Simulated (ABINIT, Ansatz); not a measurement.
# How the form of the self-energy moves the gap of Ba2SrTeO6 (R-3)

Wanted: the gap of Ba2SrTeO6 (R-3) under several approximations, with cost.

Main program and level: ABINIT 10.8.3; LDA and many-body steps on it, plane waves.

**1. The starting structure**

The structure is trigonal, space group R-3 (No. 148). Conventional cell: a = 6.189 Å, b = 6.189 Å, c = 14.900 Å, α = 90.00°, β = 90.00°, γ = 120.00°. Ba has 12 O at 2.79 to 3.42 Å nearest. Nearest to Sr lie 6 O at 2.44 Å. Nearest to Te lie 6 O at 1.96 Å. Nearest to O lie 1 Te at 1.96 Å and 1 Sr at 2.44 Å and 4 Ba at 2.79 to 3.42 Å. Farther neighbours and most contacts between anions are not listed.

The cell and positions are those that the Materials Project relaxed with its own functionals (PBE, PBE+U or r2SCAN), kept fixed. Spin-orbit coupling is left out unless a step names it.

**2. Empty states on the mesh, 2×2×2 mesh, 524 bands**

This step: ABINIT 10.8.3; DFT, LDA, plane waves, norm-conserving pseudopotentials.

The sums over transitions need many empty states on a uniform mesh; this step solves for them.

run.abi

```
acell 3*1.0 Angstrom
rprim 
  3.094471017325 1.786593674874 4.966610984592
  -3.094471017325 1.786593674874 4.966610984592
  0.000000000000 -3.573187349682 4.966610984616
ntypat 4
znucl 56 38 52 8
natom 10
typat 1 1 2 3 4 4 4 4 4 4
xred 
  0.252060000000 0.252060000000 0.252060000000
  0.747940000000 0.747940000000 0.747940000000
  0.000000000000 0.000000000000 0.000000000000
  0.500000000000 0.500000000000 0.500000000000
  0.328441000000 0.717506000000 0.226340000000
  0.717506000000 0.226340000000 0.328441000000
  0.226340000000 0.328441000000 0.717506000000
  0.671559000000 0.282494000000 0.773660000000
  0.773660000000 0.671559000000 0.282494000000
  0.282494000000 0.773660000000 0.671559000000
pp_dirpath "pseudos"
pseudos "Ba.upf, Sr.upf, Te.upf, O.upf"
ecut 42
ngkpt 2 2 2
nshiftk 1
shiftk 0 0 0
kptopt 1
chksymbreak 0
iscf -2
irdden 1
istwfk *1
nband 524
nbdbuf 46
tolwfr 1e-09
nstep 60
prtvol 0
indata_prefix "in"
outdata_prefix "out"
tmpdata_prefix "tmp"
```

Started as:

```console
$ OMP_NUM_THREADS=1 mpirun -n 4 abinit run.abi > log
```

Numbers of over 12 decimals in the logs are rounded to 6 here.

The log of the run:

```text
.Version 10.8.3 of ABINIT. v10.8.2 released Aug 2026.

 Symmetries : space group R-3 (#148); Bravais hR (rhombohedral)
[... echo of the input left out ...]
== DATASET  1 ==================================================================
-   mpi_nproc: 4, omp_nthreads: 1 (-1 if OMP is not activated)

--- !DatasetInfo
iteration_state: {dtset: 1, }
dimensions: {natom: 10, nkpt: 4, mband: 524, nsppol: 1, nspinor: 1, nspden: 1, mpw: 14476, }
cutoff_energies: {ecut:  42.0, pawecutdg:  -1.0, }
[...]
4.03800    4.03994    4.04354    4.04354    4.04936    4.04937    4.06262    4.06265
   4.07512    4.07808    4.07826    4.08796    4.08849    4.09618    4.10298    4.10463
   4.11064    4.11759    4.11901    4.12161
 prteigrs : prtvol=0 or 1, do not print more k-points.

== END DATASET(S) ==============================================================
================================================================================

 -outvars: echo values of variables after computation  --------
            nband         524
             nkpt           4
          spgroup         148
 [... the other variables as echoed above ...]

 Calculation completed.
```

The job ended after 26 min (4 MPI ranks of Intel Xeon Platinum 8259CL at 2.50GHz (Skylake/Cascade Lake), shared host; peak memory 1 GiB).

This step gave:

| Quantity | Value |
| --- | --- |
| gap | 2.939 eV |
| k of the valence top | 0.5, 0.5, 0 |
| k of the conduction bottom | 0, 0, 0 |
| least direct gap | 3.069 eV |
| k points computed | 4 |
| lowest point of the top converged band, above the valence top | 100.5145 eV |

On this mesh the gap is 2.939 eV.

The density comes from a self-consistent run that is not shown.

**3. Screening, 2×2×2 mesh, 222 bands, screening to 141.5 eV**

The RPA dielectric matrix is built and inverted for each q.

This step: RPA screening on LDA, plane waves, norm-conserving pseudopotentials.

run.abi, as its differences from that of step 2:

```diff
@@ -28,10 +28,11 @@
 chksymbreak 0
-iscf -2
-irdden 1
 istwfk *1
-nband 524
-nbdbuf 46
-tolwfr 1e-09
-nstep 60
-prtvol 0
+occopt 1
+irdwfk 1
+optdriver 3
+nband 222
+ecuteps 5.2
+inclvkb 2
+awtr 1
+symchi 1
 indata_prefix "in"
```

The log of the run:

```text
.Version 10.8.3 of ABINIT. v10.8.2 released Aug 2026.

 Symmetries : space group R-3 (#148); Bravais hR (rhombohedral)
[... echo of the input left out ...]
== DATASET  1 ==================================================================
-   mpi_nproc: 4, omp_nthreads: 1 (-1 if OMP is not activated)

--- !DatasetInfo
iteration_state: {dtset: 1, }
dimensions: {natom: 10, nkpt: 4, mband: 222, nsppol: 1, nspinor: 1, nspden: 1, mpw: 14476, }
cutoff_energies: {ecut:  42.0, pawecutdg:  -1.0, }
electrons: {nelect:   9.00000000E+01, charge:   0.00000000E+00, occopt:   1.00000000E+00, tsmear:   1.00000000E-02, }

 SCREENING: Calculation of the susceptibility and dielectric matrices

 Based on a program developped by R.W. Godby, V. Olevano, G. Onida, and L. Reining.
 Incorporated in ABINIT by V. Olevano, G.-M. Rignanese, and M. Torrent.
.Using double precision arithmetic ; gwpc =  8

[... cell and pseudopotentials left out ...]
--------------------------------------------------------------------------------

 ==== K-mesh for the wavefunctions ====
 Number of points in the irreducible wedge :     4
[... list of points left out ...]
 Together with  6 symmetry operations and time-reversal symmetry
 yields     8 points in the full Brillouin Zone.

 ==== Q-mesh for the screening function ====
 Number of points in the irreducible wedge :     4
[... list of points left out ...]
 Together with  6 symmetry operations and time-reversal symmetry
 yields     8 points in the full Brillouin Zone.

 setmesh: FFT mesh size selected  =    45x   45x   45
          total number of points  =        91125

 vcoul_init : cutoff-mode = AUXILIARY_FUNCTION
 q-points for optical limit:   1
     1)      0.000010    0.000020    0.000030

- screening: taking advantage of time-reversal symmetry
- Maximum band index for partially occupied states nbvw = 45
- Remaining bands to be divided among processors   nbcw = 177
- Number of bands treated by each node ~44

 Number of electrons calculated from density =   90.0000; Expected =   90.0000
 average of density, n =  0.080951
 r_s =    1.4340
 omega_plasma =   27.4452 [eV]

 calculating chi0 at frequencies [eV] :
  1    0.000000E+00    0.000000E+00
  2    0.000000E+00    2.744522E+01

--------------------------------------------------------------------------------
  q-point number  1        q = ( 0.000000, 0.000000, 0.000000) [r.l.u.]
--------------------------------------------------------------------------------
[... chi0 elements left out ...]
 For q-point:  0.000010 0.000020 0.000030
  dielectric constant =   4.0106
  dielectric constant without local fields =   4.4853

  Average fulfillment of the sum rule on Im[epsilon] for q-point    1 :     58.85  [%]
[... wings left out ...]
  q-point number  2        q = ( 0.500000, 0.000000, 0.000000) [r.l.u.]
--------------------------------------------------------------------------------
[... chi0 elements left out ...]
  Average fulfillment of the sum rule on Im[epsilon] for q-point    2 :     63.91  [%]

 [... 2 further q-points ...]
```

It took 9.3 min on 4 MPI ranks; peak memory 3.3 GiB.

Numbers from this step:

| Property | Result |
| --- | --- |
| ε∞ with local fields, on this mesh, along the program's q direction | 4.011 |
| the same without local fields | 4.485 |
| plasma frequency | 27.45 eV |
| plane waves in the screening matrix | 615 |

Local fields lower ε∞ by 11 %. On a Γ-centred mesh this coarse the value itself is usually too large, while a short band sum pulls it down.

**4. G0W0, Godby-Needs plasmon pole**

The self-energy is evaluated for the states that the input lists, and the levels follow from it, in one-shot runs by the linearised quasiparticle equation.

This step: G0W0 on LDA, plane waves, norm-conserving pseudopotentials.

run.abi, as its differences from that of step 3:

```diff
@@ -31,8 +31,17 @@
 irdwfk 1
-optdriver 3
+optdriver 4
 nband 222
+gwcalctyp 0
+ecutsigx 42
+symsigma 1
+nkptgw 2
+kptgw 
+  0.5000000000 0.5000000000 0.0000000000
+  0.0000000000 0.0000000000 0.0000000000
+bdgw 
+  44 47
+  43 48
 ecuteps 5.2
-inclvkb 2
-awtr 1
-symchi 1
+irdscr 1
+ppmodel 1
 indata_prefix "in"
```

The log of the run:

```text
.Version 10.8.3 of ABINIT. v10.8.2 released Aug 2026.

 Symmetries : space group R-3 (#148); Bravais hR (rhombohedral)
[... echo of the input left out ...]
== DATASET  1 ==================================================================
-   mpi_nproc: 4, omp_nthreads: 1 (-1 if OMP is not activated)

--- !DatasetInfo
iteration_state: {dtset: 1, }
dimensions: {natom: 10, nkpt: 4, mband: 222, nsppol: 1, nspinor: 1, nspden: 1, mpw: 14476, }
cutoff_energies: {ecut:  42.0, pawecutdg:  -1.0, }
electrons: {nelect:   9.00000000E+01, charge:   0.00000000E+00, occopt:   1.00000000E+00, tsmear:   1.00000000E-02, }

 SIGMA: Calculation of the GW corrections

 Based on a program developped by R.W. Godby, V. Olevano, G. Onida, and L. Reining.
 Incorporated in ABINIT by V. Olevano, G.-M. Rignanese, and M. Torrent.
.Using double precision arithmetic ; gwpc =  8

[... cell and pseudopotentials left out ...]
--------------------------------------------------------------------------------

 ==== K-mesh for the wavefunctions ====
 Number of points in the irreducible wedge :     4
[... list of points left out ...]
 Together with  6 symmetry operations and time-reversal symmetry
 yields     8 points in the full Brillouin Zone.

 ==== Q-mesh for screening function ====
 Number of points in the irreducible wedge :     4
[... list of points left out ...]
 Together with  6 symmetry operations and time-reversal symmetry
 yields     8 points in the full Brillouin Zone.

 vcoul_init : cutoff-mode = AUXILIARY_FUNCTION
 q-points for optical limit:   1
     1)      0.000010    0.000020    0.000030
 setmesh: FFT mesh size selected  =    72x   72x   72
          total number of points  =       373248

 Number of electrons calculated from density =   90.0000; Expected =   90.0000
 average of density, n =  0.080951
 r_s =    1.4340
 omega_plasma =   27.4452 [eV]

 === KS Band Gaps ===
  >>>> For spin  1
   Minimum direct gap =   3.0686 [eV], located at k-point      :   0.0000  0.0000  0.0000
   Fundamental gap    =   2.9390 [eV], Top of valence bands at :   0.5000  0.5000  0.0000
                                       Bottom of conduction at :   0.0000  0.0000  0.0000
 SIGMA fundamental parameters:
 PLASMON POLE MODEL  1
 number of plane-waves for SigmaX                14397
 number of plane-waves for SigmaC and W            615
 number of plane-waves for wavefunctions         14397
 number of bands                                   222
 number of independent spin polarizations            1
 number of spinorial components                      1
 number of k-points in IBZ                           4
 number of q-points in IBZ                           4
 number of symmetry operations                       6
 number of k-points in BZ                            8
 number of q-points in BZ                            8
 number of frequencies for dSigma/dE                 9
 frequency step for dSigma/dE [eV]                0.25
 number of omega for Sigma on real axis              0
 max omega for Sigma on real axis  [eV]           0.00
 zcut for avoiding poles [eV]                     0.10

 EPSILON^-1 parameters (SCR file):
 dimension of the eps^-1 matrix on file            615
 dimension of the eps^-1 matrix used               615
 number of plane-waves for wavefunctions         14397
 number of bands                                   222
 number of q-points in IBZ                           4
 number of frequencies                               2
 number of real frequencies                          1
 number of imag frequencies                          1

 matrix elements of self-energy operator (all in [eV])

 Perturbative Calculation

--- !SelfEnergy_ee
iteration_state: {dtset: 1, }
kpoint     : [   0.500,    0.500,    0.000, ]
spin       : 1
KS_gap     :    3.385
QP_gap     :    5.729
Delta_QP_KS:    2.343
data: !SigmaeeData |
     Band     E0 <VxcDFT>   SigX SigC(E0)      Z dSigC/dE  Sig(E)    E-E0       E
       44   4.432 -17.973 -23.013   4.590   0.786  -0.272 -18.327  -0.354   4.079
       45   5.078 -19.254 -24.338   4.766   0.782  -0.279 -19.503  -0.248   4.829
       46   8.463 -18.539 -13.614  -2.367   0.819  -0.221 -16.444   2.095  10.558
       47  11.093 -12.109  -6.776  -3.467   0.846  -0.182 -10.529   1.579  12.673

--- !SelfEnergy_ee
iteration_state: {dtset: 1, }
kpoint     : [   0.000,    0.000,    0.000, ]
spin       : 1
KS_gap     :    3.069
QP_gap     :    5.147
Delta_QP_KS:    2.079
data: !SigmaeeData |
     Band     E0 <VxcDFT>   SigX SigC(E0)      Z dSigC/dE  Sig(E)    E-E0       E
       43   4.944 -18.906 -23.972   4.720   0.783  -0.278 -19.177  -0.271   4.673
       44   4.944 -18.906 -23.972   4.720   0.783  -0.278 -19.177  -0.271   4.673
       45   4.948 -19.111 -24.265   4.812   0.782  -0.279 -19.378  -0.267   4.681
       46   8.017 -16.720 -11.989  -2.538   0.826  -0.210 -14.908   1.812   9.828
       47  10.028 -10.518  -5.609  -3.335   0.857  -0.168  -9.170   1.348  11.376
       48  10.028 -10.518  -5.609  -3.335   0.857  -0.168  -9.170   1.348  11.376

== END DATASET(S) ==============================================================
================================================================================

 -outvars: echo values of variables after computation  --------
           etotal      0.0000000000E+00
            nband         222
             nkpt           4
          spgroup         148
 [... the other variables as echoed above ...]

 Calculation completed.
```

Elapsed: 2.3 min, on 4 MPI ranks; peak memory 2.5 GiB; 9.2 min of CPU time.

Numbers from this step:

```
G0W0 gap on the points computed              : 4.999 eV
starting gap on the mesh                     : 2.939 eV
k of the valence top                         : 0.5, 0.5, 0
k of the conduction bottom                   : 0, 0, 0
Z at the valence top                         : 0.782
Z at the conduction bottom                   : 0.826
least direct G0W0 gap on the computed points : 5.147 eV
```

The gap on the mesh goes from 2.94 eV to 5.00 eV, a correction of +2.06 eV.

**5. G0W0, Hybertsen-Louie plasmon pole**

run.abi, as its differences from that of step 4:

```diff
@@ -45,3 +45,3 @@
 irdscr 1
-ppmodel 1
+ppmodel 2
 indata_prefix "in"
```

The log of the run:

```text
.Version 10.8.3 of ABINIT. v10.8.2 released Aug 2026.

 Symmetries : space group R-3 (#148); Bravais hR (rhombohedral)
[... echo of the input left out ...]
== DATASET  1 ==================================================================
-   mpi_nproc: 4, omp_nthreads: 1 (-1 if OMP is not activated)

--- !DatasetInfo
iteration_state: {dtset: 1, }
dimensions: {natom: 10, nkpt: 4, mband: 222, nsppol: 1, nspinor: 1, nspden: 1, mpw: 14476, }
cutoff_energies: {ecut:  42.0, pawecutdg:  -1.0, }
electrons: {nelect:   9.00000000E+01, charge:   0.00000000E+00, occopt:   1.00000000E+00, tsmear:   1.00000000E-02, }

 SIGMA: Calculation of the GW corrections

 Based on a program developped by R.W. Godby, V. Olevano, G. Onida, and L. Reining.
 Incorporated in ABINIT by V. Olevano, G.-M. Rignanese, and M. Torrent.
.Using double precision arithmetic ; gwpc =  8

[... cell and pseudopotentials left out ...]
--------------------------------------------------------------------------------

 ==== K-mesh for the wavefunctions ====
 Number of points in the irreducible wedge :     4
[... list of points left out ...]
 Together with  6 symmetry operations and time-reversal symmetry
 yields     8 points in the full Brillouin Zone.

 ==== Q-mesh for screening function ====
 Number of points in the irreducible wedge :     4
[... list of points left out ...]
 Together with  6 symmetry operations and time-reversal symmetry
 yields     8 points in the full Brillouin Zone.

 vcoul_init : cutoff-mode = AUXILIARY_FUNCTION
 q-points for optical limit:   1
     1)      0.000010    0.000020    0.000030
 setmesh: FFT mesh size selected  =    72x   72x   72
          total number of points  =       373248

 Number of electrons calculated from density =   90.0000; Expected =   90.0000
[...]
number of omega for Sigma on real axis              0
 max omega for Sigma on real axis  [eV]           0.00
 zcut for avoiding poles [eV]                     0.10

 EPSILON^-1 parameters (SCR file):
 dimension of the eps^-1 matrix on file            615
 dimension of the eps^-1 matrix used               615
 number of plane-waves for wavefunctions         14397
 number of bands                                   222
 number of q-points in IBZ                           4
 number of frequencies                               2
 number of real frequencies                          1
 number of imag frequencies                          1

 matrix elements of self-energy operator (all in [eV])

 Perturbative Calculation

--- !SelfEnergy_ee
iteration_state: {dtset: 1, }
kpoint     : [   0.500,    0.500,    0.000, ]
spin       : 1
KS_gap     :    3.385
QP_gap     :    5.938
Delta_QP_KS:    2.552
data: !SigmaeeData |
     Band     E0 <VxcDFT>   SigX SigC(E0)      Z dSigC/dE  Sig(E)    E-E0       E
       44   4.432 -17.973 -23.013   4.140   0.833  -0.200 -18.723  -0.750   3.682
       45   5.078 -19.254 -24.338   4.331   0.832  -0.202 -19.881  -0.627   4.451
       46   8.463 -18.539 -13.614  -2.698   0.865  -0.156 -16.613   1.926  10.389
[...]
--- !SelfEnergy_ee
iteration_state: {dtset: 1, }
kpoint     : [   0.000,    0.000,    0.000, ]
spin       : 1
KS_gap     :    3.069
QP_gap     :    5.318
Delta_QP_KS:    2.249
data: !SigmaeeData |
     Band     E0 <VxcDFT>   SigX SigC(E0)      Z dSigC/dE  Sig(E)    E-E0       E
[...]
47  10.028 -10.518  -5.609  -3.583   0.889  -0.125  -9.339   1.179  11.206
       48  10.028 -10.518  -5.609  -3.583   0.889  -0.125  -9.339   1.179  11.206

== END DATASET(S) ==============================================================
================================================================================

 -outvars: echo values of variables after computation  --------
           etotal      0.0000000000E+00
            nband         222
             nkpt           4
          spgroup         148
 [... the other variables as echoed above ...]

 Calculation completed.
```

It took 2.2 min on 4 MPI ranks; peak memory 2.4 GiB; 8.7 min of CPU time.

Numbers from this step:

```yaml
g0w0_gap_on_the_points_computed: 5.171 eV
starting_gap_on_the_mesh: 2.939 eV
k_of_the_valence_top: 0.5, 0.5, 0
k_of_the_conduction_bottom: 0, 0, 0
z_at_the_valence_top: 0.832
z_at_the_conduction_bottom: 0.871
least_direct_g0w0_gap_on_the_computed_points: 5.318 eV
```

Against G0W0 in ABINIT (2×2×2 mesh, 222 bands, screening to 141.5 eV, Godby-Needs plasmon pole), the gap moves by +0.172 eV.

(Part 1 of 2 ends here.)

[Paths, hosts, dates, memory and timing lines, banners, echoed tables and standing remarks are left out of the program output.]

[Logs are printed without paths, hosts, clocks, repeated set-up lines and the standing remarks that a program may print on its own settings, such as how far it seeks lower states.]

[Runs of the session that timed out or met a known fault of the program may be left out.]

[Hosts, paths, dates, database ids (printed as entryN), source tags and the programs' standing remarks are cut or masked in the printed files.]

[G0W0 gaps are taken among the corrected bands and points alone; a level outside them can change the order at an edge.]

[Where Ansatz stands beside ABINIT at settings called matched, ABINIT's density can come from a denser mesh and the files from another edition; pairs whose starting gaps differed by over 0.03 eV were left out, so agreement reads better than it is.]
